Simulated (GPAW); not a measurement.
Computed results, one entry a study.

```
! title: How the form of the self-energy moves the gap of Ga2AsP (R3m)
! method: DFT, LDA, plane waves, PAW (and 3 further levels or steps)
! program: GPAW 26.7.0
! settings of one run: cutoff 450 eV, GPAW PAW setups 1.2.1 data release, 4×4×4 k-mesh, nbands 204
! cost: 6 runs, 6.8 min in all on 4 MPI ranks of Arm Neoverse V2, shared host (the runs of this entry)
! notes: The cell and positions are those that the Materials Project relaxed with its own functionals (PBE, PBE+U or r2SCAN), kept fixed. Limits: no spin-orbit coupling. Bands and cutoff are finite, so the gap is not at the basis limit. The miss can reach some tenths of an eV and take either sign; the mesh is an error of its own.
! G0W0, Godby-Needs plasmon pole: 1.933 eV
! one-shot HSE06: 1.780 eV
! G0W0, extrapolated in the cutoff: 2.033 eV
! one-shot PBE0: 2.468 eV
! G0W0, full frequency, Hilbert transform: 1.921 eV
! known limits: not at the basis limit; no spin-orbit coupling
CELL_PARAMETERS angstrom
1.96511 1.13456 6.41726
-1.96511 1.13456 6.41726
0.00000 -2.26911 6.41726
ATOMIC_POSITIONS crystal
Ga 0.99756 0.99756 0.99756
Ga 0.50249 0.50249 0.50249
P 0.62500 0.62500 0.62500
As 0.12493 0.12493 0.12493
```

[Paths, hosts, dates, memory and timing lines, banners, echoed tables and standing remarks are left out of the program output.]

[Logs are printed without paths, hosts, clocks, repeated set-up lines and the standing remarks that a program may print on its own settings, such as how far it seeks lower states.]

[Runs of the session that timed out or met a known fault of the program may be left out.]

[Hosts, paths, dates, database ids (printed as entryN), source tags and the programs' standing remarks are cut or masked in the printed files.]
